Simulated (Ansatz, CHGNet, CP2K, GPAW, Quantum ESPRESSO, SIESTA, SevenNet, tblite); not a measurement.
# Running random packing of B86H14 (at. %) (90 atoms) with tblite

Wanted: tblite inputs and outputs for random packing of B86H14 (at. %) (90 atoms), checked against a plane-wave reference.

Method: the method is named at each step, in tblite 0.8.0.

## 1. The starting structure

The cell holds 90 atoms: 77 B and 13 H. Cell: a = 8.907 Å, b = 8.907 Å, c = 8.907 Å, α = 90.0°, β = 90.0°, γ = 90.0°. 90 atoms (77 B, 13 H) packed at random in a cube at 1.99 g/cm³ and pushed apart as soft spheres; a start for melting by ab initio MD, not an equilibrated structure. Then every atom was moved at random, 0.02 Å r.m.s. a Cartesian component (hydrogen 0.6 of that).

The yardstick, on the same geometry:

| Item | Value |
| --- | --- |
| method | Kohn-Sham DFT, PBE, SSSP efficiency 1.3.0 pseudopotentials, plane waves (Quantum ESPRESSO 7.5); sssp-pbe-1.3.0-efficiency, cutoffs 45/360 Ry, Γ point |
| r.m.s. force component | 1.08 eV/Å |
| longest force | 4.062 eV/Å |
| pressure | -14.72 GPa |
| time | 53 s on 2 MPI ranks of Arm Neoverse V1, shared host |
| CPU time | 1.8 min |

## 2. GFN1-xTB

Method: GFN1-xTB tight binding, diagonalisation.

File run.py:

```python
import numpy as np
from ase.io import read
from tblite.ase import TBLite

atoms = read("structure.xyz")
atoms.calc = TBLite(method="GFN1-xTB", electronic_temperature=580, accuracy=1.0, max_iterations=250, mixer_damping=0.1, verbosity=1)
energy = atoms.get_potential_energy()
forces = atoms.get_forces()
print(f"energy {energy:.6f} eV")
print("forces (eV/A)")
for i, (a, f) in enumerate(zip(atoms, forces)):
    print(f"{i:4d} {a.symbol:2s} {f[0]:10.5f} {f[1]:10.5f} {f[2]:10.5f}")
stress = -atoms.get_stress(voigt=False) * 160.21766
print("stress (GPa, compression positive)")
for row in stress:
    print(" ".join(f"{x:10.4f}" for x in row))
print("charges (e)")
print(np.array2string(atoms.get_charges(), precision=4, suppress_small=True, max_line_width=110, threshold=100000))
```

File structure.xyz:

```xyz
90
Lattice="8.90670 0.00000 0.00000 0.00000 8.90670 0.00000 0.00000 0.00000 8.90670" Properties=species:S:1:pos:R:3 pbc="T T T"
B 7.78775 0.82672 2.86689
B 6.16272 1.72398 4.08283
B 5.98797 7.62503 1.78838
B 0.01496 3.16927 0.66765
B 6.39082 3.71739 2.79697
B 8.56361 0.32305 8.24297
B 5.55457 3.87441 0.42191
B 6.67245 3.82311 5.94602
B 8.10813 7.65433 0.02850
B 7.07459 3.12625 4.32242
B 8.66898 3.96651 5.02436
B 6.42342 1.26644 0.30016
B 5.80138 1.36130 1.79114
B 6.07544 7.73191 5.60205
B 1.54273 2.73658 6.25473
B 1.80218 1.63714 8.20102
B 7.02480 1.13391 7.33039
B 6.08942 6.51792 3.48564
B 4.13262 4.41149 1.55680
B 6.58855 5.08394 8.69739
B 0.21759 2.91240 7.63260
B 3.07718 6.49779 2.32990
B 1.07958 0.46725 7.39292
B 7.76940 8.06858 6.71841
B 3.36566 5.63580 4.89815
B 2.02636 0.66177 1.19519
B 6.20503 8.33997 3.64560
B 6.87882 7.31365 7.92358
B 7.64462 6.20583 4.06911
B 4.31663 6.57573 3.88136
B 6.18597 3.06471 7.75836
B 5.39025 5.09410 4.50572
B 8.39234 5.52011 0.78459
B 1.31294 5.73449 8.19114
B 7.75827 7.83300 4.98579
B 4.51881 3.63669 4.16575
B 5.34651 8.81790 8.81434
B 1.19608 3.93079 2.04525
B 2.07410 0.21287 3.08118
B 8.85789 5.58931 5.77697
B 6.97065 3.04859 0.90385
B 7.25308 0.30826 5.72915
B 5.35934 0.87010 7.13756
B 7.35800 5.34420 5.39782
B 8.65099 7.79354 1.65700
B 1.38223 4.57662 4.67673
B 2.88283 5.34259 0.52995
B 1.87050 3.24872 0.76820
B 1.39532 7.25834 4.36348
B 4.14179 8.65054 4.75164
B 0.54019 5.71534 2.46751
B 4.41648 7.38855 7.88884
B 5.29494 5.51307 6.64404
B 6.92104 1.98138 5.87361
B 4.04035 3.39595 6.29027
B 2.30185 6.45005 6.57243
[... 30 atom lines left out ...]
H 5.40494 5.16384 2.64244
H 2.89486 8.17599 1.49321
H 7.83273 5.82471 7.01759
H 3.72407 4.95017 3.50176
```

Command:

```
OMP_NUM_THREADS=1 python run.py > output.txt
```

The program printed:

```text
------------------------------------------------------------
  cycle        total energy    energy error   density error
------------------------------------------------------------
      1     -111.6182124477  -1.1211701E+02   7.5000221E-01
      2     -111.9311510770  -3.1293863E-01   6.7539433E-01
      3     -111.6022846377   3.2886644E-01   2.3399975E-01
      4     -111.8352664803  -2.3298184E-01   7.6959917E-02
      5     -111.9691596361  -1.3389316E-01   2.6935336E-02
      6     -111.9773734480  -8.2138120E-03   1.6572939E-02
      7     -111.9798747069  -2.5012589E-03   4.7960684E-03
      8     -111.9800520148  -1.7730786E-04   2.5650328E-03
      9     -111.9801246213  -7.2606550E-05   1.2168084E-03
     10     -111.9801322150  -7.5936363E-06   6.9537601E-04
     11     -111.9801356054  -3.3904536E-06   2.8245031E-04
     12     -111.9801361953  -5.8990530E-07   1.2362583E-04
     13     -111.9801362516  -5.6257534E-08   7.6227599E-05
     14     -111.9801362723  -2.0686144E-08   3.8839102E-05
     15     -111.9801362763  -4.0475641E-09   2.2718967E-05
     16     -111.9801362775  -1.1652759E-09   1.5094787E-05
------------------------------------------------------------
 total:                                   1.834 sec
energy -3047.134715 eV
forces (eV/A)
   0 B    -0.45742   -1.15019    0.80728
   1 B     0.23375   -0.65241    0.29480
   2 B    -0.83017   -0.28220    0.00101
   3 B    -0.79773   -0.46466   -0.62786
   4 B     0.86934   -0.69161   -0.21190
   5 B    -1.39771    1.38284    0.00336
   6 B    -0.23097    1.33941   -0.90472
   7 B    -0.14870    0.61553    1.07918
   8 B     0.72117    0.78240    2.36264
   9 B     0.15720    0.58913   -1.03647
  10 B    -0.35428   -2.31884   -3.01092
  11 B    -0.80186   -0.61989    0.47193
  12 B    -2.45162    0.81567    1.61853
  13 B    -0.62952   -0.05048   -0.70671
  14 B    -0.19408   -0.17254    0.88838
  15 B     0.56705    0.70308    0.67357
  16 B    -0.73794    0.15654    1.18787
  17 B    -0.00220    0.20886   -1.92634
  18 B     1.03108    0.89179   -2.39095
  19 B     0.91106    1.83742    0.43115
  20 B    -0.98517    0.84394   -0.27196
  21 B     0.41094    0.66609   -0.70499
  22 B     1.28404   -0.34669   -0.45532
  23 B     0.20195   -2.15924    1.31261
[...]
82 H    -0.30753   -1.23995    1.22102
  83 H    -0.10776    0.59106   -0.03812
  84 H     0.05793    1.89172   -0.18716
  85 H     1.11103   -0.20307   -1.03272
  86 H     0.49452   -1.75783   -1.27005
  87 H     0.01979   -0.72971    0.19181
  88 H     0.03857   -0.02450   -0.43397
  89 H    -0.62092   -0.95023   -0.14380
stress (GPa, compression positive)
    1.0096    -4.1562     1.3644
   -4.1562     3.2064    -2.3471
    1.3644    -2.3471     4.0908
charges (e)
[-0.0662 -0.018  -0.0065 -0.0014 -0.0192  0.0393 -0.0379 -0.0146 -0.0516 -0.0136  0.0674  0.036   0.0767
  0.0188  0.0687  0.0141 -0.0157  0.0504 -0.0485 -0.0729 -0.0243  0.0314 -0.0304  0.0163 -0.0192 -0.0608
  0.0499 -0.0771 -0.0854 -0.0022  0.0677  0.1027 -0.0324 -0.0495 -0.0539 -0.0313 -0.0301 -0.0062 -0.052
  0.0341  0.0383  0.0696 -0.0007  0.058   0.009  -0.0245 -0.0061  0.0135  0.0089 -0.057  -0.0848  0.046
 -0.0469  0.0891 -0.0373  0.0025  0.0527 -0.0002 -0.0439  0.0089 -0.0954  0.034   0.0414  0.02    0.0348
  0.083  -0.0633  0.0541  0.0268 -0.0104 -0.023   0.0158  0.0584 -0.019   0.0398  0.022  -0.0165 -0.0771
 -0.0165 -0.0576 -0.0546  0.0025 -0.0742 -0.0131  0.0584  0.0954 -0.0109  0.0193  0.0465  0.0318]
```

It took 2.4 s on 1 thread of Arm Neoverse V1, shared host; peak memory 0.11 GiB.

Banners, paths, timers and routine set-up lines are dropped from the logs unmarked, and long logs keep their key lines alone; longer cuts are marked.

Against the reference:

```yaml
r_m_s_force_component: 1.165 eV/Å
r_m_s_difference_of_force_components: 650.7 meV/Å
longest_difference_of_force_vectors: 2824 meV/Å
force_difference_over_r_m_s_force: 60.27 %
slope_of_forces_against_the_reference_s: 0.901
correlation_of_force_components: 0.8347
pressure: 2.769 GPa
pressure_difference: 17.49 GPa
```

Length of the force difference by element (eV/Å):

| element | atoms | mean | most |
| --- | --- | --- | --- |
| B | 77 | 1.1 | 2.8 |
| H | 13 | 0.62 | 1.1 |

Local excerpt of 10 atoms (numbers count through the whole input) about B72, which bears the longest force; x, y, z are measured from there.

| atom | x | y | z | distance (Å) | Mulliken charge (e) | Fx | Fy | Fz (eV/Å) |
| --- | --- | --- | --- | --- | --- | --- | --- | --- |
| B72 | 0.00 | 0.00 | 0.00 | 0.00 | 0.02 | 1.26 | -1.94 | 3.63 |
| B12 | -1.02 | 0.90 | -0.89 | 1.62 | 0.04 | -0.80 | -0.62 | 0.47 |
| B1 | 0.34 | 0.46 | 1.68 | 1.78 | -0.07 | -0.46 | -1.15 | 0.81 |
| B69 | 0.79 | 1.37 | -0.91 | 1.83 | 0.03 | -0.67 | -1.52 | -0.70 |
| H86 | 1.70 | 0.42 | 0.67 | 1.88 | 0.10 | 1.11 | -0.20 | -1.03 |
| B45 | 1.21 | -1.48 | 0.47 | 1.97 | 0.01 | -0.09 | -0.63 | -1.38 |
| B13 | -1.64 | 1.00 | 0.60 | 2.01 | 0.08 | -2.45 | 0.82 | 1.62 |
| B9 | 0.66 | -1.62 | -1.16 | 2.10 | -0.05 | 0.72 | 0.78 | 2.36 |
| B6 | 1.12 | -0.04 | -1.85 | 2.16 | 0.04 | -1.40 | 1.38 | 0.00 |
| B3 | -1.46 | -1.65 | 0.60 | 2.28 | -0.01 | -0.83 | -0.28 | 0.00 |

Atoms are counted from 1 here, from 0 in the log.

Forces lie 60 % from the reference's, at 0.023 times its CPU time (on 1 against 2 cores).

Further runs of this program without a result: tblite GFN2-xTB (not converged).

## 3. Summary of results

| Property | Result |
| --- | --- |
| force difference from the reference | tblite GFN1-xTB, 60 % |
| its CPU time | 2.4 s |

**Reading.** Tight binding differs by 60 % (tblite GFN1-xTB); it is another model, with fitted parameters of its own, and the xTB methods hold dispersion. One electronic-structure run takes under half the reference's CPU time: tblite GFN1-xTB, at 60 % in 2.4 s against 1.8 min, too far off to be of use; its pressure misses by +17.5 GPa. Periodic xTB results under one method name differ between programs and library versions. The reference's pressure holds the uncorrected Pulay stress of its 45 Ry basis, so small pressure differences, and their order, may be the reference's own error. The reference's pressure of -15 GPa belongs to a cell and atoms that aren't relaxed at this level. The electronic-structure runs sample only Γ, in a cell whose shortest periodic width is 9 Å, which is coarse for a cell with partly filled levels.

[Also dropped from logs without a mark: logging warnings of Python, and SIESTA's first energy breakdown and zero terms.]

[Logs are printed without paths, hosts, clocks, repeated set-up lines and the standing remarks that a program may print on its own settings, such as how far it seeks lower states.]

[Hosts, paths, dates, database ids (printed as entryN), source tags and the programs' standing remarks are cut or masked in the printed files.]
